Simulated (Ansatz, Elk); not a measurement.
# How far do independent atoms describe Tc3C?

Structure refinements treat a crystal as free atoms side by side. For a made-up structure of Tc3C (cell and positions from a PBE relaxation) the runs below show what the calculated density changes in F(hkl).

Method: DFT, PBE, all-electron APW+lo, Dirac cores, scalar-relativistic bands, static density, no spin, in Elk 11.2.3 (patched build).

This account leaves out most program logs.

The structure was built from a prototype and need not be the compound's stable phase.

**1. Set-up**

The structure is orthorhombic, space group Cmcm (No. 63). Conventional cell: a = 2.792 Å, b = 9.161 Å, c = 7.537 Å, α = 90.00°, β = 90.00°, γ = 90.00°. Nearest to Tc lie 2 C at 2.15 Å. Tc has 2 C at 2.14 Å nearest. Nearest to C lie 6 Tc at 2.14 to 2.15 Å. Farther neighbours are not listed.

As a file:

```cif
data_structure
_symmetry_space_group_name_H-M 'Cmcm'
_symmetry_Int_Tables_number 63
_cell_length_a 2.7922
_cell_length_b 9.1605
_cell_length_c 7.5371
_cell_angle_alpha 90.000
_cell_angle_beta 90.000
_cell_angle_gamma 90.000
_cell_volume 192.79
loop_
_atom_site_label
_atom_site_type_symbol
_atom_site_symmetry_multiplicity
_atom_site_Wyckoff_symbol
_atom_site_fract_x
_atom_site_fract_y
_atom_site_fract_z
_atom_site_occupancy
Tc1 Tc 4 c 0.50000 0.08913 0.25000 1
Tc2 Tc 8 f 0.50000 0.37274 0.42235 1
C1 C 4 c 0.00000 0.26764 0.25000 1
```

**2. Ground state and structure factors**

An all-electron density is needed, since X-rays see the cores too. Task 0 finds the density and task 195 Fourier-transforms it; tshift is off so that phases refer to the origin typed.

Contents of elk.in:

```
tasks
  0
  195

xctype
  20

spinpol
  .false.

rgkmax
  7.0

gmaxvr
  14.0

lmaxo
  7

lmaxapw
  8

swidth
  0.002

tshift
  .false.

ramdisk
  .false.

hmaxvr
  5.5

maxscl
  120

epspot
  1e-06

sppath
  './'

avec
  2.63827579492 -8.65543132450 -0.00000000000
  2.63827579492 8.65543132450 -0.00000000000
  -0.00000000000 -0.00000000000 14.24312375090

atoms
  2
  'Tc.in'
  6
  0.4108731918 0.5891268082 0.7500000000   0.000000 0.000000 0.000000
  0.5891268082 0.4108731918 0.2500000000   0.000000 0.000000 0.000000
  0.1272622419 0.8727377581 0.9223536779   0.000000 0.000000 0.000000
  0.8727377581 0.1272622419 0.0776463221   0.000000 0.000000 0.000000
  0.1272622419 0.8727377581 0.5776463221   0.000000 0.000000 0.000000
  0.8727377581 0.1272622419 0.4223536779   0.000000 0.000000 0.000000
  'C.in'
  2
  0.7323568496 0.2676431504 0.7500000000   0.000000 0.000000 0.000000
  0.2676431504 0.7323568496 0.2500000000   0.000000 0.000000 0.000000

ngridk
  8 8 3
```

Launch:

```console
> OMP_NUM_THREADS=4 elk
```

Elapsed: 75 s, on 4 threads of AMD EPYC 7R13 (Zen 3), shared host; peak memory 0.29 GiB.

SFACRHO.OUT:

```text

h k l indices transformed by vhmat matrix:
   1.000000000       0.000000000       0.000000000    
   0.000000000       1.000000000       0.000000000    
   0.000000000       0.000000000       1.000000000    

      h      k      l  multipl.   |H|            Re(F)            Im(F)           |F|

      0      0      0      1   0.0000000       270.00000      0.41233512E-16   270.00000    
      0      0      1      2  0.44113815      0.18335989E-13  0.29339165E-13  0.34597617E-13
     -1      1      0      2  0.72592400       19.943395      0.15515905E-14   19.943395    
      1     -1     -1      2  0.84945189      -4.9788247      0.13541153E-13   4.9788247    
     -1      1     -1      2  0.84945189       4.9788247     -0.56421472E-15   4.9788247    
      0      0     -2      2  0.88227631     -0.37030863     -0.31589352E-13  0.37030863    
      1     -1     -2      2   1.1425310      -25.022497      0.32936034E-13   25.022497    
      1     -1      2      2   1.1425310      -25.022497      0.45207704E-13   25.022497    
      0      1      0      4   1.2448640       36.997588      0.13259046E-13   36.997588    
      1      0      1      4   1.3207154       74.279598      0.16891178E-13   74.279598    
      0      1      1      4   1.3207154      -74.279598      0.26976516E-13   74.279598    
      0      0      3      2   1.3234145      0.83811014E-13  0.90274355E-14  0.84295793E-13
     -2      2      0      2   1.4518480      -165.69190     -0.16926442E-14   165.69190    
      1     -1      3      2   1.5094342       185.76553      0.74476343E-13   185.76553    
     -1      1      3      2   1.5094342      -185.76553     -0.71937377E-13   185.76553    
      2     -2      1      2   1.5173877      -57.108933     -0.24825448E-13   57.108933    
      2     -2     -1      2   1.5173877       57.108933      0.18619086E-13   57.108933    
      1      0      2      4   1.5258105       105.84558      0.35827635E-13   105.84558
```

Elk indexes on the primitive cell of elk.in and gives |H| = 4π sin θ/λ in inverse bohr. Below, one row stands for each form hkl of the conventional cell (m members, Friedel mates merged), F is for one primitive cell and the density is static (no thermal factor). Free-atom factors are Waasmaier and Kirfel's, and R is Σm||F|−|F'||/Σm|F|. Elk warned that it couldn't find a linearisation energy, which lowers the accuracy of some states in this run and its variants.

```tsv
hkl	m	sin θ/λ (Å⁻¹)	abs F, DFT	neutral atoms	diff.
001	2	0.066	0.000	0.000	+0.000
020	2	0.109	19.943	19.831	+0.112
021	4	0.128	4.979	4.860	+0.119
002	2	0.133	0.370	0.064	+0.306
022	4	0.172	25.023	25.408	-0.386
110	4	0.187	36.998	37.022	-0.025
111	8	0.199	74.280	74.745	-0.465
003	2	0.199	0.000	0.000	+0.000
040	2	0.218	165.692	166.653	-0.961
023	4	0.227	185.766	186.549	-0.783
041	4	0.228	57.109	57.157	-0.048
112	8	0.230	105.846	106.305	-0.459
130	4	0.243	84.112	84.693	-0.581
131	8	0.252	107.382	107.569	-0.187
042	4	0.256	36.206	36.304	-0.098
004	2	0.265	21.346	21.352	-0.007
113	8	0.273	59.625	59.649	-0.024
132	8	0.277	57.918	58.139	-0.222
```

**3. The highest occupied states alone**

An energy window below the Fermi level keeps the highest occupied states, to see at which angles they scatter; shallow core shells can lie inside it and anion s states outside. No new self-consistency is needed.

elk.in: that of step 2 with these lines changed.

```diff
@@ -1,3 +1,2 @@
 tasks
-  0
   195
@@ -40,2 +39,5 @@
 
+wsfac
+  0.068040 0.809030
+
 sppath
```

Launch:

```console
> OMP_NUM_THREADS=4 elk
```

Wall time 11 s (4 threads); peak memory 0.18 GiB; 15 s of CPU time.

States within 12 eV below the Fermi level hold 47.60 electrons; any levels below the window count with the cores, and a count that is not whole means the window cuts a band. Their amplitudes can exceed the total, where window and core parts have opposite phase:

```tsv
hkl	sin θ/λ (Å⁻¹)	abs F, window	abs F, all
001	0.066	0.000	0.000
020	0.109	0.848	19.943
021	0.128	1.203	4.979
002	0.133	3.205	0.370
022	0.172	0.907	25.023
110	0.187	2.034	36.998
111	0.199	1.679	74.280
003	0.199	0.000	0.000
040	0.218	5.431	165.692
023	0.227	7.149	185.766
```

**4. Another functional**

The difference from free atoms is small, so it is set against the change that LDA (Perdew-Wang) makes.

elk.in: that of step 3 with these lines changed.

```diff
@@ -1,2 +1,3 @@
 tasks
+  0
   195
@@ -4,3 +5,3 @@
 xctype
-  20
+  3
 
@@ -39,5 +40,2 @@
 
-wsfac
-  0.068040 0.809030
-
 sppath
```

Launch:

```console
> OMP_NUM_THREADS=4 elk
```

Elapsed: 43 s, on 4 threads; peak memory 0.22 GiB.

Against the first run R = 0.01 %; the largest change is -0.030 at 200.

**5. Basis size**

A smaller basis shows how fast F responds to it; the change is likely larger than the basis error of the first run, but doesn't show convergence.

elk.in: that of step 4 with these lines changed.

```diff
@@ -5,3 +5,3 @@
 xctype
-  3
+  20
 
@@ -11,3 +11,3 @@
 rgkmax
-  7.0
+  5.5
```

Launch:

```console
> OMP_NUM_THREADS=4 elk
```

It took 65 s on 4 threads; peak memory 0.27 GiB; 3.6 min of CPU time.

Against the first run R = 0.07 %; the largest change is +0.156 at 006.

**6. Settings against the effect**

```tsv
run	R against the first run (%)	R against neutral atoms, low angle (%)	wall time
PBE, rgkmax 7	0.00	0.43	75 s
LDA (Perdew-Wang)	0.01	0.44	43 s
rgkmax 5.5	0.07	0.50	65 s
```

**7. Summary of results**

```
R against neutral atoms, sin θ/λ < 0.3 Å⁻¹ : 0.43 %
R against neutral atoms, 0.3 to 0.64 Å⁻¹   : 0.17 %
```

**Reading.** Independent neutral atoms miss the calculated amplitudes by R = 0.43 % below 0.3 Å⁻¹ and 0.17 % from there to 0.64 Å⁻¹; by shells, 2.17 % below 0.15 Å⁻¹ (3 forms), 0.41 % 0.15 to 0.3 (15 forms), 0.26 % 0.3 to 0.45 (36 forms), 0.13 % above 0.45 (86 forms). Bonding, aspherical density and the tables' own atoms all enter these figures, and the runs don't part them. The largest change of an amplitude is -0.96 electrons, at 040. Weak lines can change much in proportion: 002 goes from 0.06 to 0.37. The window's part falls from 47.6 electrons at the origin to at most 0.38 between 0.45 and 0.64 Å⁻¹. Below 0.3 Å⁻¹ the changes that finished (LDA (Perdew-Wang) and rgkmax 5.5) move F by R = 0.08 % at most, against the 0.43 % that separates it from free atoms. The k-mesh has no finished test. Part of the difference isn't bonding: the tables are fits to free atoms and ions calculated by other methods than this functional. Thermal motion, anomalous dispersion and extinction are left out.

[Logs are printed without paths, hosts, clocks, repeated set-up lines and the standing remarks that a program may print on its own settings, such as how far it seeks lower states.]

[Hosts, paths, dates, database ids (printed as entryN), source tags and the programs' standing remarks are cut or masked in the printed files.]
